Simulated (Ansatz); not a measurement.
## InH (model cell, started as CsCl type): following an unstable mode

Wanted: the energy along a soft mode of InH (model cell, started as CsCl type) and the structure at the end.

Main program and level: Ansatz 0.2.0; DFT PBE, scalar-relativistic, plane waves, PAW.

Report form: the programs' logs are mostly left out.

The structure was built from a prototype and need not be the compound's stable phase.

## (1) Set-up

It takes space group Pm-3m (No. 221, cubic). Conventional cell: a = 3.175 Å, b = 3.175 Å, c = 3.175 Å, α = 90.00°, β = 90.00°, γ = 90.00°. In has 8 H at 2.75 Å nearest. H has 8 In at 2.75 Å nearest. Farther neighbours are not listed.

## (2) The dispersion

The cell comes from relaxations at this level that are not shown. Stability and thermal properties need the whole zone. Linear response on a 4×4×4 q mesh gives force constants as far as a supercell of that size would.

Contents of input.yaml:

```yaml
crystal:
  lattice:
    - [3.1749981601, 0.0, 0.0]
    - [0.0, 3.1749981601, 0.0]
    - [0.0, 0.0, 3.1749981601]
  atoms:
    - { symbol: In, position: [0.0, 0.0, 0.0] }
    - { symbol: H, position: [0.5, 0.5, 0.5] }
kpoints:
  mp_grid: { grid: [12, 12, 12] }
hamiltonian:
  xc: pbe
scf:
  occupations: { method: methfessel_paxton, width: 0.15 }
output:
  eigenvalues: true
phonons:
  method: dfpt
  qmesh: [4, 4, 4]
  temperatures: { t_max: 1000, t_step: 50 }
  qpath:
    path:
      - [[0.0, 0.0, 0.0], [0.0, 0.5, 0.0], [0.5, 0.5, 0.0], [0.0, 0.0, 0.0], [0.5, 0.5, 0.5], [0.0, 0.5, 0.0]]
      - [[0.5, 0.5, 0.5], [0.5, 0.5, 0.0]]
    npoints: 10
```

Command:

```
$ ansatz run input.yaml --threads 4 --pin off --max-ram 7168MiB --backend cpu --events-out ev --progress --plain --runs-dir out
```

The job ended after 2.2 min (4 threads of Arm Neoverse V1, shared host; peak memory 1.1 GiB; 8.5 min of CPU time).

This step gave:

```
volume per atom                                         : 16.00 Å³
gap on the k-mesh                                       : 0 eV
sum-rule residual before enforcement                    : 8.20e-5 eV/Å²
lowest frequency on the path                            : -528.6 cm⁻¹
point group                                             : m-3m
highest frequency on the path or at a solved wavevector : 276.1 cm⁻¹
highest optical mode at the zone centre (no LO-TO term) : -528.6 cm⁻¹
lowest optical zone-centre mode                         : -528.6 cm⁻¹
lowest mode on the q mesh (acoustic modes at Γ apart)   : -528.6 cm⁻¹
```

Frequencies (cm⁻¹) solved at each irreducible wavevector; negative means imaginary. Frequencies by wavevector, by row:

| q in reciprocal lattice units | star | mode 1 | mode 2 | mode 3 | mode 4 | mode 5 | mode 6 |
| --- | --- | --- | --- | --- | --- | --- | --- |
| 0 0 0 | 1 | -528.6 | -528.6 | -528.6 | 0 | 0 | 0 |
| 0 0 0.25 | 6 | -317.4 | -317.4 | -82 | -29.5 | -29.5 | 89.2 |
| 0 0 -0.5 | 3 | -147.1 | -147.1 | -61 | -61 | 114.7 | 124.1 |
| 0 0.25 0.25 | 12 | -402.9 | -126.1 | 36.7 | 38.6 | 73.5 | 103.7 |
| 0 0.25 -0.5 | 12 | -383.7 | -208.1 | -64.2 | 70.5 | 115.2 | 148.1 |
| 0 -0.5 -0.5 | 3 | -396.7 | -396.7 | -67.7 | 107.7 | 107.7 | 276.1 |
| 0.25 0.25 0.25 | 8 | -274.5 | -274.5 | 71.4 | 72 | 72 | 233.1 |
| 0.25 0.25 -0.5 | 12 | -315.1 | -261.7 | -179.2 | 40.6 | 68.3 | 109.2 |
| 0.25 -0.5 -0.5 | 6 | -360.9 | -360.9 | -170.9 | 26.4 | 101.8 | 101.8 |
| -0.5 -0.5 -0.5 | 1 | -209.1 | -209.1 | -209.1 | 89.8 | 89.8 | 89.8 |

Interpolated from a 4×4×4 q mesh. Phonon branches along the path, in cm⁻¹:

| point | branch 1 | branch 2 | branch 3 | branch 4 | branch 5 | branch 6 |
| --- | --- | --- | --- | --- | --- | --- |
| Γ | -529 | -529 | -529 | 0 | 0 | 0 |
| halfway | -317 | -317 | -82 | -30 | -30 | 89 |
| X | -147 | -147 | -61 | -61 | 115 | 124 |
| halfway | -384 | -208 | -64 | 70 | 115 | 148 |
| M | -397 | -397 | -68 | 108 | 108 | 276 |
| halfway | -403 | -126 | 37 | 39 | 74 | 104 |
| Γ | -529 | -529 | -529 | 0 | 0 | 0 |
| halfway | -274 | -274 | 71 | 72 | 72 | 233 |
| R | -209 | -209 | -209 | 90 | 90 | 90 |
| halfway | -315 | -262 | -179 | 41 | 68 | 109 |
| X | -147 | -147 | -61 | -61 | 115 | 124 |
| jump to R | -209 | -209 | -209 | 90 | 90 | 90 |
| halfway | -361 | -361 | -171 | 26 | 102 | 102 |
| M | -397 | -397 | -68 | 108 | 108 | 276 |

Symmetry leaves 10 wavevectors to solve. The lowest mode among them, the acoustic zeros apart, lies at Γ and is imaginary, 528.6i cm⁻¹, so the energy falls along it.

## (3) The mode frozen in, largest atomic shift 0 Å

The mode followed lies at Γ with frequency 528.6i cm⁻¹ and is 3-fold degenerate, the softest among the wavevectors solved. At small amplitude the distorted cell has space group no. 99 by a symmetry search on the positions. The undistorted cell that holds it gives the zero of energy on the same k mesh.

input.yaml, the sections that differ from step 2:

```yaml
output:
  forces: true
  stress: true
  eigenvalues: true
# crystal, kpoints, hamiltonian, scf: as in step 2
# phonons: removed
```

Elapsed: 0.94 s, on 4 threads; peak memory 0.3 GiB; 2.7 s of CPU time.

Numbers from this step:

| Property | Result |
| --- | --- |
| pressure | -0.005335 GPa |
| energy from the undistorted cell | 0 meV/atom |

The run ends at a pressure of -0.01 GPa.

## (4) The mode frozen in, largest atomic shift 0.6 Å

The atoms are moved along the unstable eigenvector, the largest shift by 0.6 Å, with the cell fixed.

input.yaml, the sections that differ from step 3:

```yaml
crystal:
  lattice:
    - [3.1749981601, 0.0, 0.0]
    - [0.0, 3.1749981601, 0.0]
    - [0.0, 0.0, 3.1749981601]
  atoms:
    - { symbol: In, position: [0.0, -0.0016590456, 0.0] }
    - { symbol: H, position: [0.5, 0.6889764875, 0.5] }
# kpoints, hamiltonian, scf, output: as in step 3
```

Run time: 2.1 s. Hardware: 4 threads; peak memory 0.38 GiB.

This step gave:

```
pressure                         : 0.7544 GPa
energy from the undistorted cell : -62.14 meV/atom
```

The energy, extrapolated to zero smearing, is -62.14 meV/atom against the undistorted cell.

The run ends at a pressure of 0.75 GPa, with forces up to 0.29 eV/Å.

## (5) Energy along the mode, all amplitudes (two of the runs are shown above)

An imaginary frequency means negative curvature, so the energy should fall and then rise again as anharmonic terms take over.

Numbers from this step:

* depth at the lowest point sampled: 62.14 meV/atom
* largest atomic shift at that point: 0.6 Å

The energy from the parent by largest atomic shift:

| largest atomic shift (Å) | energy from the parent (meV/atom) |
| --- | --- |
| 0.000 | 0 |
| 0.040 | -0.418 |
| 0.080 | -1.60 |
| 0.140 | -4.60 |
| 0.220 | -10.9 |
| 0.320 | -21.9 |
| 0.450 | -39.6 |
| 0.600 | -62.1 |

Displacement at unit largest shift by atom:

| atom | x (Å) | y (Å) | z (Å) | size |
| --- | --- | --- | --- | --- |
| In1 | 0.00 | -0.01 | 0.00 | 0.01 |
| H2 | 0.00 | 1.00 | 0.00 | 1.00 |

The lowest of the steps tried is the last one, at 0.6 Å, 62.1 meV/atom below the parent; the bottom of the well need not coincide with a step.

## (6) Relaxing from the distorted cell

Starting from the lowest point found, all atoms and the cell are let go, so that strain and other modes of the same symmetry can join in.

Edit input.yaml of step 4 so:

```diff
@@ -18 +18,10 @@
   eigenvalues: true
+  write_density: true
+  write_potential: true
+  elf: true
+  volumetric_format: npy
+relax:
+  adjacent_minimum: "off"
+  f_tol: 0.002
+  max_steps: 120
+  cell: { stress_tol: 0.03 }
```

Elapsed: 18 s, on 4 threads; peak memory 0.42 GiB; 67 s of CPU time.

Relaxation path:

| step | energy less that of the first step (eV) | largest force component (eV/Å) | pressure (GPa) | volume (Å³) |
| --- | --- | --- | --- | --- |
| 1 | 0.0000 | 0.2932 | 0.75 | 32.01 |
| 2 | -0.1050 | 0.2122 | -0.94 | 33.89 |
| 3 | -0.1781 | 0.0883 | -0.48 | 33.20 |
| 4 | -0.2066 | 0.0163 | -0.28 | 32.25 |
| 5 | -0.2072 | 0.0022 | 0.09 | 31.99 |
| 6 | -0.2072 | 0.0001 | 0.01 | 32.04 |
| 7* | -0.2074 | 0.0001 | 0.00 | 32.04 |

Relaxation steps marked * repeat the geometry before them on a plane-wave basis chosen anew for their cell, so energy and pressure can jump there.

Forces are held to the 8 operations that the run works with; a distortion that breaks them can't arise in this run.

| cell as run | before | after | change |
| --- | --- | --- | --- |
| a (Å) | 3.175 | 3.297 | +3.9 % |
| b (Å) | 3.175 | 2.947 | -7.2 % |
| c (Å) | 3.175 | 3.297 | +3.9 % |
| volume (Å³/atom) | 16.00 | 16.02 | +0.1 % |

The atoms that moved most (Å, as changes of fractional coordinates times the final cell):

| atom | dx | dy | dz | length |
| --- | --- | --- | --- | --- |
| In1 | 0.000 | -0.456 | 0.000 | 0.456 |
| H2 | 0.000 | 0.456 | 0.000 | 0.456 |

Final coordinates:

```
In H
1.0
     3.29745    0.00000    0.00000
     0.00000    2.94698    0.00000
     0.00000    0.00000    3.29745
In H
1 1
Direct
  0.00000 0.84367 0.00000
  0.50000 0.84364 0.50000
```

Numbers from this step:

* pressure: -0.002574 GPa
* volume per atom: 16.02 Å³

ELF in the ac plane at fractional y = 0.844, with atoms of In and H within 0.2 Å of it. It is the smooth field of the valence electrons, not physical close to the nuclei.

Values, 14 rows by 14 columns, each cell a mean:
```
0.01 0.02 0.11 0.25 0.25 0.20 0.19 0.18 0.19 0.21 0.26 0.23 0.09 0.02
0.06 0.10 0.20 0.27 0.23 0.21 0.23 0.24 0.23 0.21 0.24 0.26 0.19 0.09
0.21 0.24 0.26 0.24 0.21 0.27 0.37 0.41 0.35 0.25 0.21 0.25 0.26 0.23
0.27 0.26 0.23 0.21 0.27 0.45 0.65 0.72 0.63 0.40 0.25 0.21 0.24 0.26
0.21 0.21 0.21 0.26 0.45 0.75 0.91 0.95 0.90 0.69 0.40 0.25 0.21 0.21
0.18 0.20 0.24 0.38 0.69 0.94 0.99 1.00 0.99 0.90 0.63 0.35 0.23 0.19
0.17 0.19 0.25 0.45 0.78 0.97 1.00 1.00 1.00 0.95 0.72 0.41 0.24 0.18
0.18 0.19 0.24 0.40 0.71 0.95 0.99 1.00 0.99 0.91 0.65 0.37 0.23 0.19
0.20 0.20 0.21 0.29 0.50 0.81 0.95 0.97 0.94 0.75 0.45 0.27 0.21 0.20
0.26 0.25 0.22 0.21 0.29 0.50 0.71 0.78 0.69 0.45 0.27 0.21 0.23 0.25
0.24 0.25 0.27 0.23 0.21 0.29 0.40 0.45 0.38 0.26 0.21 0.24 0.27 0.25
0.08 0.13 0.22 0.27 0.22 0.21 0.24 0.25 0.24 0.21 0.23 0.26 0.20 0.11
0.01 0.03 0.13 0.25 0.25 0.20 0.19 0.19 0.20 0.21 0.26 0.24 0.10 0.02
0.00 0.01 0.08 0.24 0.26 0.20 0.18 0.17 0.18 0.21 0.27 0.21 0.06 0.01
```
Columns run along a (3.3 Å), rows up along c (3.3 Å). Atoms in or near the plane, at fractional coordinates: In at (0.00, 0.00), H at (0.50, 0.50).

Electrostatic potential energy in the ac plane at fractional y = 0.844, with atoms of In and H within 0.2 Å of it. With pseudopotentials it is smooth inside the atoms' cores, unlike the true potential.

Values in eV, 14 rows by 14 columns, each cell a mean:
```
-36 -36 -32 -22  -6   4   7   8   7   3  -9 -24 -33 -36
-35 -33 -27 -15  -1   6   8   9   8   5  -4 -17 -28 -33
-26 -23 -16  -5   3   7   9   9   9   7   2  -7 -17 -24
-11  -8  -3   3   6   8   8   8   8   8   6   2  -4  -9
  2   3   5   7   8   7   5   4   6   8   8   7   5   3
  7   7   8   9   8   4 -12 -21 -10   6   8   9   8   7
  8   8   9   9   8  -1 -25 -36 -21   4   8   9   9   8
  7   8   8   9   8   3 -15 -25 -12   5   8   9   8   7
  4   5   6   7   8   7   3  -1   4   7   8   7   6   4
 -8  -5  -1   4   7   8   8   8   8   8   6   3  -1  -6
-24 -21 -14  -4   4   7   9   9   9   7   3  -5 -15 -22
-34 -32 -25 -14  -1   6   8   9   8   5  -3 -16 -27 -32
-36 -36 -32 -21  -5   5   8   8   7   3  -8 -23 -33 -36
-35 -36 -34 -24  -8   4   7   8   7   2 -11 -26 -35 -36
```
Columns run along a (3.3 Å; values clipped at the 3rd and 97th percentile), rows up along c (3.3 Å). Atoms in or near the plane, at fractional coordinates: In at (0.00, 0.00), H at (0.50, 0.50).

Valence density in the ac plane at fractional y = 0.844, with atoms of In and H within 0.2 Å of it. It is the smooth field of the valence electrons, not physical close to the nuclei.

Ten steps, logarithmic in the rise over the least value, from '0' (0 e/Å³) to '9' (13 e/Å³):
```
99864310000134689
88764210000124678
76643110000113466
54432110000112344
33211111111111123
11111112222111111
00000123333210000
00000123553210000
00000123553210000
00000123333210000
11111112222111111
33211111111111123
54432110000112344
76643110000113466
88764210000124678
99864310000134689
99875310000135789
```
Columns run along a (3.3 Å), rows up along c (3.3 Å). Atoms in or near the plane, at fractional coordinates: In at (0.00, 0.00), H at (0.50, 0.50).

The distorted start has space group P4mm; the relaxation ends in P4/mmm.

## (7) The new phase in its own primitive cell

The relaxed structure is symmetrised, reduced to its primitive cell and relaxed tightly, as its phonons need.

input.yaml, the sections that differ from step 6:

```yaml
crystal:
  lattice:
    - [3.2974480582, 0.0, 0.0]
    - [0.0, 3.2974480582, 0.0]
    - [0.0, 0.0, 2.9469763594]
  atoms:
    - { symbol: In, position: [0.0, 0.0, 0.0] }
    - { symbol: H, position: [0.5, 0.5, 0.0] }
output:
  forces: true
  stress: true
  eigenvalues: true
relax:
  adjacent_minimum: "off"
  f_tol: 0.001
  max_steps: 60
  cell: { stress_tol: 0.01 }
# kpoints, hamiltonian, scf: as in step 6
```

The job ended after 4.3 s (4 threads; peak memory 0.38 GiB; 14 s of CPU time).

Little changed from the start: no atom moved by 0.005 Å and no cell edge by 0.1 %.

Numbers from this step:

* pressure: -0.002011 GPa

The forces vanish by symmetry and the pressure is -0.002 GPa, within the tolerances set. The cell now holds 16.02 Å³/atom.

## (8) Modes of the new phase

A relaxed structure may still be a saddle point, so its zone-centre modes are computed. No field response is asked, since the mesh shows no gap.

input.yaml, the sections that differ from step 7:

```yaml
crystal:
  lattice:
    - [3.2978278027, 0.0, 0.0]
    - [0.0, 3.2978278027, 0.0]
    - [0.0, 0.0, 2.9459759696]
  atoms:
    - { symbol: In, position: [0.0, 0.0, 0.0] }
    - { symbol: H, position: [0.5, 0.5, 0.0] }
output:
  eigenvalues: true
phonons:
  method: dfpt
# kpoints, hamiltonian, scf: as in step 7
# relax: removed
```

It took 12 s on 4 threads; peak memory 0.63 GiB.

This step gave:

| Item | Value |
| --- | --- |
| sum-rule residual before enforcement | 7.96e-5 eV/Å² |
| point group | 4/mmm |
| highest optical mode at the zone centre (no LO-TO term) | 412.0 cm⁻¹ |
| lowest optical zone-centre mode | -212.6 cm⁻¹ |

Patterns of degenerate modes are one choice out of their space. Modes at Γ, with each element's share of the kinetic energy (negative means imaginary):

| mode | frequency (cm⁻¹) | symmetry | In % | H % |
| --- | --- | --- | --- | --- |
| 1 | -212.6 | Eu | 1 | 99 |
| 2 | -212.6 | Eu | 1 | 99 |
| 3 | 0.0 | acoustic | 99 | 1 |
| 4 | 0.0 | acoustic | 99 | 1 |
| 5 | 0.0 | acoustic | 99 | 1 |
| 6 | 412.0 | A2u | 1 | 99 |

Displacements in mode 2 (-212.6 cm⁻¹), the largest set to 1:
```
In1  0.00 -0.01  0.00
H2   0.00  1.00  0.00
```

Displacements in mode 6 (412.0 cm⁻¹), the largest set to 1:
```
In1  0.00  0.00 -0.01
H2   0.00  0.00  1.00
```

Before it was imposed, the acoustic sum rule was missed by 8.0e-5 eV/Å². Small misses are needed for a sound result but don't prove that mesh and cutoff are converged. The lowest optical mode is imaginary, 212.6i cm⁻¹, so the energy falls along it.

## (9) Results

| Property | Result |
| --- | --- |
| unstable mode of the parent | q = (0, 0, 0), 529i cm⁻¹ |
| depth at the lowest point sampled | 62.1 meV/atom |
| largest atomic shift at that point | 0.6 Å |
| space group reached (within 0.01 Å) | P4/mmm |
| energy gained over the parent (first relaxation, on the mesh of the frozen mode) | 166 meV/atom |
| volume per atom, phase reached | 16.0 Å³ |
| lowest optical zone-centre mode, phase reached | -213 cm⁻¹ |
| highest optical mode at the zone centre (no LO-TO term), phase reached | 412 cm⁻¹ |

In words: Along this mode the structure falls into P4/mmm, 166 meV/atom below the parent. At the parent's cell the well is 62.14 meV/atom deep on the steps tried, with its lowest point at a shift of 0.6 Å. That is the last step tried, so the steps alone don't bracket the bottom of the well. Relaxing atoms and cell changes the gain by +103.65 meV/atom against the lowest step (energies at zero smearing). Most of the total comes from this relaxation. The new phase still has an imaginary mode at the zone centre of its cell, so it is a saddle point on the way to a lower structure. Of the 4 patterns followed to their end from this parent, this one ends 105 meV/atom above the lowest, P6/mmm. Each path keeps the symmetry of its pattern, so a lower phase may lie along a pattern not tried. With no gap, or one that is small against the smearing, the frequencies hang on the k mesh and the smearing, most of all near Kohn anomalies. A phonon run warned that its eigensolver left some bands unconverged in a pass. The starting cell was built on a prototype and not taken from a measurement, so the phase need not exist.

[Logs are printed without paths, hosts, clocks, repeated set-up lines and the standing remarks that a program may print on its own settings, such as how far it seeks lower states.]

[Hosts, paths, dates, database ids (printed as entryN), source tags and the programs' standing remarks are cut or masked in the printed files.]
